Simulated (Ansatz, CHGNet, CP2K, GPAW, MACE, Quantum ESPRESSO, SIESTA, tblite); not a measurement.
## Glassy 86SiO2-5SrO-5ZnO-5MgO (mol %) (63 atoms) in CP2K

How do the settings of CP2K change the result for glassy 86SiO2-5SrO-5ZnO-5MgO (mol %) (63 atoms)? A plane-wave run serves as the yardstick.

Main program and level: CP2K 2026.2; the method is named at each step.

## Step 1: The structure

The cell holds 63 atoms: 19 Si, 1 Sr, 1 Zn, 1 Mg and 41 O. Its edges and angles: a = 9.658 Å, b = 9.658 Å, c = 9.658 Å, α = 90.0°, β = 90.0°, γ = 90.0°. 63 atoms (19 Si, 1 Sr, 1 Zn, 1 Mg, 41 O) placed at random at 2.44 g/cm³, melted at 4000 K for 10 ps at fixed volume with the Morse and Coulomb pair potential with partial charges (Pedone, Malavasi, Menziani, Cormack and Segre, J. Phys. Chem. B 110, 11780 (2006)). Quenched from 4000 K to 300 K at 50 K/ps and fixed volume, held 10 ps at zero pressure. Then every atom was moved at random, 0.05 Å r.m.s. a Cartesian component.

The yardstick, on the same geometry:

| Property | Result |
| --- | --- |
| method | Kohn-Sham DFT, PBE, SSSP efficiency 1.3.0 pseudopotentials, plane waves (Quantum ESPRESSO 7.5); sssp-pbe-1.3.0-efficiency, cutoffs 60/480 Ry, Γ point |
| r.m.s. force component | 2.683 eV/Å |
| longest force | 12.65 eV/Å |
| pressure | 5.797 GPa |
| gap (highest filled to lowest empty level) | 2.472 eV |
| time | 3.3 min on 2 MPI ranks of Arm Neoverse V1, shared host |
| CPU time | 6.6 min |

## Step 2: PBE, DZVP-MOLOPT-SR, 1200/50 Ry, diagonalisation

Method: Kohn-Sham DFT, PBE, GTH-PBE pseudopotentials, Gaussian and plane waves, DZVP-MOLOPT-SR-GTH, diagonalisation.

The input, input.inp:

```
&GLOBAL
  PROJECT cell
  RUN_TYPE ENERGY_FORCE
  PRINT_LEVEL LOW
&END GLOBAL
&FORCE_EVAL
  METHOD QS
  STRESS_TENSOR ANALYTICAL
  &DFT
    BASIS_SET_FILE_NAME BASIS_MOLOPT
    POTENTIAL_FILE_NAME GTH_POTENTIALS
    &MGRID
      CUTOFF 1200
      REL_CUTOFF 50
      NGRIDS 5
    &END MGRID
    &QS
      EPS_DEFAULT 1.0E-12
    &END QS
    &SCF
      SCF_GUESS ATOMIC
      EPS_SCF 5.0E-06
      MAX_SCF 200
      ADDED_MOS 14
      &DIAGONALIZATION
        ALGORITHM STANDARD
      &END DIAGONALIZATION
      &SMEAR ON
        METHOD FERMI_DIRAC
        ELECTRONIC_TEMPERATURE [K] 580
      &END SMEAR
      &MIXING
        METHOD BROYDEN_MIXING
        ALPHA 0.3
        NBROYDEN 12
      &END MIXING
      &PRINT
        &RESTART OFF
        &END RESTART
      &END PRINT
    &END SCF
    &XC
      &XC_FUNCTIONAL PBE
      &END XC_FUNCTIONAL
    &END XC
    &PRINT
      &MULLIKEN ON
      &END MULLIKEN
      &HIRSHFELD ON
        SHAPE_FUNCTION DENSITY
      &END HIRSHFELD
      &MO ON
        EIGENVALUES T
        OCCUPATION_NUMBERS T
        MO_INDEX_RANGE 166 189
        &EACH
          QS_SCF 0
        &END EACH
        ADD_LAST NUMERIC
      &END MO
    &END PRINT
  &END DFT
  &SUBSYS
    &CELL
      A 9.65803 0.00000 0.00000
      B 0.00000 9.65803 0.00000
      C 0.00000 0.00000 9.65803
    &END CELL
    &TOPOLOGY
      COORD_FILE_NAME structure.xyz
      COORD_FILE_FORMAT XYZ
    &END TOPOLOGY
    &KIND Si
      BASIS_SET DZVP-MOLOPT-SR-GTH-q4
      POTENTIAL GTH-PBE-q4
    &END KIND
    &KIND Sr
      BASIS_SET DZVP-MOLOPT-SR-GTH-q10
      POTENTIAL GTH-PBE-q10
    &END KIND
    &KIND Zn
      BASIS_SET DZVP-MOLOPT-SR-GTH-q12
      POTENTIAL GTH-PBE-q12
    &END KIND
    &KIND Mg
      BASIS_SET DZVP-MOLOPT-SR-GTH-q10
      POTENTIAL GTH-PBE-q10
    &END KIND
    &KIND O
      BASIS_SET DZVP-MOLOPT-SR-GTH-q6
      POTENTIAL GTH-PBE-q6
    &END KIND
  &END SUBSYS
  &PRINT
    &FORCES ON
    &END FORCES
    &STRESS_TENSOR ON
    &END STRESS_TENSOR
  &END PRINT
&END FORCE_EVAL
```

The input, structure.xyz:

```xyz
63

Si 5.77483 1.73835 2.40070
Si 7.90065 7.49743 5.51966
Si 3.46105 0.09668 0.86410
Si 2.75051 5.03299 0.51670
Si 1.15829 2.42494 1.43354
Si 5.13962 3.87895 4.29502
Si 6.75135 6.12821 0.98377
Si 7.90645 3.03011 0.46919
Si 4.80757 0.39965 7.92944
Si 4.46713 3.55811 8.25597
Si 3.42290 8.91079 5.18240
Si 5.91516 6.15497 7.59730
Si 8.09324 0.30181 3.89170
Si 2.44986 3.72800 5.88541
Si 5.40299 6.78873 3.70743
Si 9.09555 8.11110 1.31098
Si 1.33059 1.59715 4.27899
Si 2.17113 7.09431 2.03137
Si 1.35280 6.70596 5.15343
Sr 8.46072 3.44512 6.22711
Zn 3.09665 7.64105 8.04166
Mg 8.07382 0.46832 8.53113
O 6.86589 0.99381 3.32449
O 0.64699 7.31876 1.47497
O 4.81540 5.34050 4.20337
O 6.52564 3.61944 4.98007
O 6.83624 6.98681 4.17459
O 2.91682 5.88918 1.81030
O 1.43287 2.44242 3.05300
O 2.75408 8.54456 1.71720
O 4.14658 4.08960 0.02386
O 5.74189 6.41902 2.09183
O 2.31242 0.37270 4.48587
O 6.20210 9.41812 8.10772
O 7.19620 6.53907 6.75879
O 4.74837 6.92162 6.95813
O 9.38036 1.07330 4.31511
O 7.90075 2.70763 8.53895
O 5.02160 2.93411 3.08729
O 2.65625 6.11199 9.01519
O 9.43464 6.92046 5.46461
O 1.69218 3.81569 0.71469
O 4.41015 8.00216 4.23398
O 5.51860 4.54797 7.42712
O 2.95796 3.76586 7.58590
O 1.34643 2.58710 5.75223
O 4.68328 0.73391 1.63057
O 1.75361 7.05857 3.74490
O 2.25602 7.93243 5.95331
O 2.13085 1.18543 0.95257
O 7.77858 7.21339 1.20358
O 1.81986 5.20549 5.70509
O 6.02429 6.31490 9.16470
O 7.45252 4.66860 0.90670
O 7.94740 8.99143 5.17535
O 4.00760 9.63021 6.48054
[... 3 atom lines left out ...]
O 9.14133 9.12771 0.10363
O 4.80806 2.01785 8.21715
O 6.76738 2.17151 1.15645
O 9.31333 2.39336 1.02955
```

Run with:

```console
OMP_NUM_THREADS=2 cp2k.psmp -i input.inp > output.txt
```

Numbers of over 12 decimals in the logs are rounded to 6 here.

The log of the run:

```text
CP2K| version string:                                       CP2K version 2026.2
 CP2K| Input file name                                                 input.inp
 GLOBAL| Basis set file name                                        BASIS_MOLOPT
 GLOBAL| Potential file name                                      GTH_POTENTIALS
 GLOBAL| Run type                                                   ENERGY_FORCE
 GLOBAL| Total number of message passing processes                             1
 GLOBAL| Number of threads for this process                                    2
 TOTAL NUMBERS AND MAXIMUM NUMBERS
  Total number of            - Atomic kinds:                                   5
                             - Atoms:                                         63
                             - Shell sets:                                    63
                             - Shells:                                       318
                             - Primitive Cartesian functions:                300
                             - Cartesian basis functions:                    894
                             - Spherical basis functions:                    828
  Maximum angular momentum of- Orbital basis functions:                        3
                             - Local part of the GTH pseudopotential:          2
                             - Non-local part of the GTH pseudopotential:      4
 SCF PARAMETERS         Density guess:                                    ATOMIC
                        max_scf:                                             200
                        eps_scf:                                        5.00E-06
                        added MOs                                        14    0
                        Mixing method:                            BROYDEN_MIXING
                                                charge density mixing in g-space
                        Smear method:                                FERMI_DIRAC
                        Electronic temperature [K]:                        580.0
                        Electronic temperature [a.u.]:                  1.84E-03
                        Accuracy threshold:                             1.00E-10
 Extrapolation method: initial_guess
 Number of electrons:                                                        354
 Number of occupied orbitals:                                                177
 Number of molecular orbitals:                                               191
 Number of orbital functions:                                                828
 Number of independent orbital functions:                                    828
 SCF WAVEFUNCTION OPTIMIZATION
  Step     Update method      Time    Convergence         Total energy    Change
     1 NoMix/Diag. 0.30E+00    5.8     1.97215238      -890.3302083207 -8.90E+02
     2 Broy./Diag. 0.30E+00    7.3     0.29727614      -822.8870191678  6.74E+01
     3 Broy./Diag. 0.30E+00    7.4     0.11279662      -877.5430173380 -5.47E+01
     4 Broy./Diag. 0.30E+00    7.5     0.02959464      -890.4899306102 -1.29E+01
[...]
13 Broy./Diag. 0.30E+00    8.5     0.00001666      -889.2979771657  1.04E-04
    14 Broy./Diag. 0.30E+00    8.7     0.00000370      -889.2979647304  1.24E-05
  *** SCF run converged in    14 steps ***
  Electronic density on regular grids:       -354.0000000000        0.0000000000
  Core density on regular grids:              353.9999999998       -0.0000000002
  Total charge density on r-space grids:       -0.0000000002
  Total charge density g-space grids:          -0.0000000002
  Overlap energy of the core charge distribution:               2.91907e-06
  Self energy of the core charge distribution:              -2182.243094
  Core Hamiltonian energy:                                    621.624774
  Hartree energy:                                             864.602403
  Exchange-correlation energy:                               -193.282051
  Electronic entropic energy:                                  -4.59e-12
  Fermi energy:                                                 0.147192
  Total energy:                                              -889.297965
  Total energy (extrapolated to T->0):                       -889.297965
 MO| EIGENVALUES AND OCCUPATION NUMBERS
 MO|
 MO|  Index      Eigenvalue [a.u.]        Eigenvalue [eV]             Occupation
 MO|    166               0.050564               1.375908               2.000000
 MO|    167               0.054284               1.477156               2.000000
 MO|    168               0.057602               1.567443               2.000000
[...]
MO|    188               0.308851               8.404263               0.000000
 MO|    189               0.317175               8.630782               0.000000
 MO| Sum:                                                             354.000000
 MO| E(Fermi):            0.147192 a.u.          4.005293 eV
 !-----------------------------------------------------------------------------!
                     Mulliken Population Analysis
 #  Atom  Element  Kind  Atomic population                           Net charge
       1     Si       1          3.099257                              0.900743
       2     Si       1          3.072943                              0.927057
       3     Si       1          3.098971                              0.901029
[...]
62     O        5          6.401174                             -0.401174
      63     O        5          6.412599                             -0.412599
 # Total charge                            354.000000                  0.000000
 !-----------------------------------------------------------------------------!
 !-----------------------------------------------------------------------------!
                           Hirshfeld Charges
  #Atom  Element  Kind  Ref Charge     Population                    Net charge
      1       Si     1       4.000          3.406                         0.594
      2       Si     1       4.000          3.384                         0.616
      3       Si     1       4.000          3.447                         0.553
[...]
62       O      5       6.000          6.280                        -0.280
     63       O      5       6.000          6.260                        -0.260
  Total Charge                                                            0.000
 !-----------------------------------------------------------------------------!
 ENERGY| Total FORCE_EVAL ( QS ) energy [hartree]           -889.298010
 FORCES| Atomic forces [hartree/bohr]
 FORCES|   Atom     x               y               z               |f|
 FORCES|      1  1.32050033E-02 -6.70363582E-03 -5.95770185E-02   6.13899990E-02
 FORCES|      2 -6.09933023E-02 -1.15000876E-01 -1.65024999E-02   1.31216298E-01
 FORCES|      3 -8.73123965E-02  4.35823642E-02  9.21208341E-02   1.34198082E-01
[...]
FORCES|     62 -3.15573401E-02 -1.86640655E-02  1.59450997E-02   3.99807361E-02
 FORCES|     63 -3.37564723E-02 -4.34906215E-04  6.31805059E-03   3.43453975E-02
 FORCES| Sum     3.79709526E-03 -2.33964910E-03  6.61651368E-03
 FORCES| Total atomic force                                       7.97935734E-03
 STRESS| Analytical stress tensor [bar]
 STRESS|                        x                   y                   z
 STRESS|      x        5.29050081031E+04   1.00912204343E+04   6.64259039492E+03
 STRESS|      y        1.00912204343E+04   6.16107786460E+04  -2.95145605102E+03
 STRESS|      z        6.64259039492E+03  -2.95145605102E+03   5.24398138976E+04
 STRESS| 1/3 Trace                                             5.56518668823E+04
```

The job ended after 2.2 min (2 threads of Arm Neoverse V1, shared host; peak memory 8 GiB; 4 min of CPU time).

Banners, paths, timers and routine set-up lines are dropped from the logs unmarked, and long logs keep their key lines alone; longer cuts are marked.

Against the reference:

```
r.m.s. force component                           : 2.609 eV/Å
r.m.s. difference of force components            : 148.4 meV/Å
longest difference of force vectors              : 679 meV/Å
force difference over r.m.s. force               : 5.534 %
slope of forces against the reference's          : 0.9715
correlation of force components                  : 0.9988
gap (highest filled to lowest empty level) : 2.442 eV
gap difference                                   : -0.0302 eV
pressure                                         : 5.565 GPa
pressure difference                              : -0.2318 GPa
```

Length of the force difference by element (eV/Å):

```
element  atoms  mean  most
     Mg      1  0.37  0.37
      O     41  0.18  0.54
     Si     19  0.31  0.68
     Sr      1  0.12  0.12
     Zn      1  0.14  0.14
```

Levels nearest the highest filled one (eV from it): -1.41, -1.31, -1.22, -1.15, -1.05, -0.88, -0.79, -0.75, -0.66, -0.59, -0.39, 0.00, 2.44, 3.42, 4.06, 4.36, 4.44, 4.88, 5.00, 5.15, 5.23, 5.38, 5.62, 5.85.

A closer look about Sr20, the only Sr atom: 9 atoms, nearest first, numbered in the order of the input, with positions taken from that point.

```
atom      x      y      z  distance (Å)  bonds  Hirshfeld charge (e)     Fx     Fy  Fz (eV/Å)
Sr20   0.00   0.00   0.00          0.00      3                  0.69  -1.09   0.66       0.21
 O26  -1.94   0.17  -1.25          2.31      2                 -0.45   1.69  -0.62       0.51
 O38  -0.56  -0.74   2.31          2.49      3                 -0.39   0.80  -0.92      -0.61
 O46   2.54  -0.86  -0.47          2.73      3                 -0.27  -1.92  -1.93      -2.13
 O37   0.92  -2.37  -1.91          3.18      2                 -0.28   2.72   3.57       2.16
 O44  -2.94   1.10   1.20          3.36      2                 -0.28   0.63  -1.68       0.45
 O35  -1.26   3.09   0.53          3.38      2                 -0.27   4.68   1.71      -2.42
 O52   3.02   1.76  -0.52          3.53      2                 -0.26  -1.52   1.37      -0.79
Si14   3.65   0.28  -0.34          3.67      4                  0.51   3.95   1.48       4.75
```

Forces lie 5.5 % from the reference's, at 0.60 times its CPU time.

## Step 3: PBE, DZVP-MOLOPT-SR, 1200/50 Ry, TRS4 filter 1e-03, SCF 1e-04

Method: Kohn-Sham DFT, PBE, GTH-PBE pseudopotentials, Gaussian and plane waves, DZVP-MOLOPT-SR-GTH, linear-scaling purification of the density matrix.

Changes to input.inp since step 2:

```diff
@@ -17,26 +17,14 @@
     &QS
-      EPS_DEFAULT 1.0E-12
+      EPS_DEFAULT 1.0E-10
+      LS_SCF T
     &END QS
-    &SCF
-      SCF_GUESS ATOMIC
-      EPS_SCF 5.0E-06
-      MAX_SCF 200
-      ADDED_MOS 14
-      &DIAGONALIZATION
-        ALGORITHM STANDARD
-      &END DIAGONALIZATION
-      &SMEAR ON
-        METHOD FERMI_DIRAC
-        ELECTRONIC_TEMPERATURE [K] 580
-      &END SMEAR
-      &MIXING
-        METHOD BROYDEN_MIXING
-        ALPHA 0.3
-        NBROYDEN 12
-      &END MIXING
-      &PRINT
-        &RESTART OFF
-        &END RESTART
-      &END PRINT
-    &END SCF
+    &LS_SCF
+      PURIFICATION_METHOD TRS4
+      EPS_FILTER 1.0E-03
+      EPS_SCF 1.0E-04
+      MAX_SCF 60
+      S_PRECONDITIONER ATOMIC
+      MIXING_FRACTION 0.45
+      REPORT_ALL_SPARSITIES F
+    &END LS_SCF
     &XC
@@ -48,14 +36,2 @@
       &END MULLIKEN
-      &HIRSHFELD ON
-        SHAPE_FUNCTION DENSITY
-      &END HIRSHFELD
-      &MO ON
-        EIGENVALUES T
-        OCCUPATION_NUMBERS T
-        MO_INDEX_RANGE 166 189
-        &EACH
-          QS_SCF 0
-        &END EACH
-        ADD_LAST NUMERIC
-      &END MO
     &END PRINT
```

structure.xyz is that of step 2.

The log of the run:

```text
CP2K| version string:                                       CP2K version 2026.2
 CP2K| Input file name                                                 input.inp
 GLOBAL| Basis set file name                                        BASIS_MOLOPT
 GLOBAL| Potential file name                                      GTH_POTENTIALS
[... lines left out ...]
 Re-scaling the density matrix to get the right number of electrons
[... lines left out ...]
 SCF run converged in     9 steps.
[... lines left out ...]
 ENERGY| Total FORCE_EVAL ( QS ) energy [hartree]           -889.156819
[... lines left out ...]
 FORCES|      1  1.55759497E-02 -9.72824264E-03 -6.02541431E-02   6.29905602E-02
 FORCES|      2 -5.14200893E-02 -1.02030179E-01 -1.83470298E-02   1.15718609E-01
 FORCES|      3 -8.92637542E-02  4.41842636E-02  8.97955927E-02   1.34102630E-01
[...]
FORCES|     62 -3.18899722E-02 -1.76442261E-02  1.76978236E-02   4.05154538E-02
 FORCES|     63 -2.97802824E-02  1.31213846E-03  8.50559923E-03   3.09989055E-02
 FORCES| Sum     3.94337772E-03 -2.36426401E-03  6.97668803E-03
 FORCES| Total atomic force                                       8.35548611E-03
 STRESS| Analytical stress tensor [bar]
 STRESS|                        x                   y                   z
 STRESS|      x        6.23486141649E+04   8.04327540706E+03   6.05988276728E+03
 STRESS|      y        8.04327540706E+03   6.69405690984E+04  -3.35063467974E+03
 STRESS|      z        6.05988276728E+03  -3.35063467974E+03   5.82231985967E+04
 STRESS| 1/3 Trace                                             6.25041272867E+04
```

It took 86 s on 2 threads; peak memory 3.6 GiB.

Numbers from this run, and their distance from the reference:

- r.m.s. force component: 2.588 eV/Å
- r.m.s. difference of force components: 330.1 meV/Å
- longest difference of force vectors: 2508 meV/Å
- force difference over r.m.s. force: 12.31 %
- slope of forces against the reference's: 0.9579
- correlation of force components: 0.9928
- pressure: 6.25 GPa
- pressure difference: 0.4534 GPa
- energy less the same-level run's: 60.98 meV/atom
- r.m.s. force difference from the same-level run: 329.5 meV/Å

This is a coarse setting, run to see what it loses.

Against the first run (5.5 %), the force difference from the reference is 12 %, at 0.67 times the CPU time (9 SCF steps against 14).

(Part 1 of 2 ends here.)

[Also dropped from logs without a mark: logging warnings of Python, and SIESTA's first energy breakdown and zero terms.]

[Logs are printed without paths, hosts, clocks, repeated set-up lines and the standing remarks that a program may print on its own settings, such as how far it seeks lower states.]

[Hosts, paths, dates, database ids (printed as entryN), source tags and the programs' standing remarks are cut or masked in the printed files.]
